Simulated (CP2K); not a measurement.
The B K edge of borylethylene was computed by TDDFT (CP2K XAS_TDP, aug-cc-pVDZ, TDA) at these levels: PBE0, PBEh(45%) and PBEh(45%) + GW2X. The first three lines of B1 (bonded to C and 2 H) with a strength over 0.0015, energy in eV and strength:

```tsv
run	first	second	third
1	190.86 (0.066)	196.03 (0.005)	196.44 (0.004)
2	183.58 (0.069)	188.75 (0.005)	189.16 (0.004)
3	179.65 (0.051)	183.41 (0.007)	184.13 (0.004)
```

**Question.** Which run is which?

Run 1: PBEh(45%) + GW2X (45 % exact exchange). Run 2: PBEh(45%) (45 % exact exchange). Run 3: PBE0 (25 % exact exchange). Self-interaction lifts the core level, so the uncorrected lines rise with the share of exact exchange. The GW2X run keeps the spacings of its parent: 5.17 eV between the first two lines in run 1, 5.17 eV in run 2. Its shift is +7.28 eV, since the Kohn–Sham level at this share of exchange lies that far above the quasiparticle level.

[Banner, clock and machine lines of the logs are left out without a mark of their own.]

[Logs are printed without paths, hosts, clocks, repeated set-up lines and the standing remarks that a program may print on its own settings, such as how far it seeks lower states.]

[Hosts, paths, dates, database ids (printed as entryN), source tags and the programs' standing remarks are cut or masked in the printed files.]
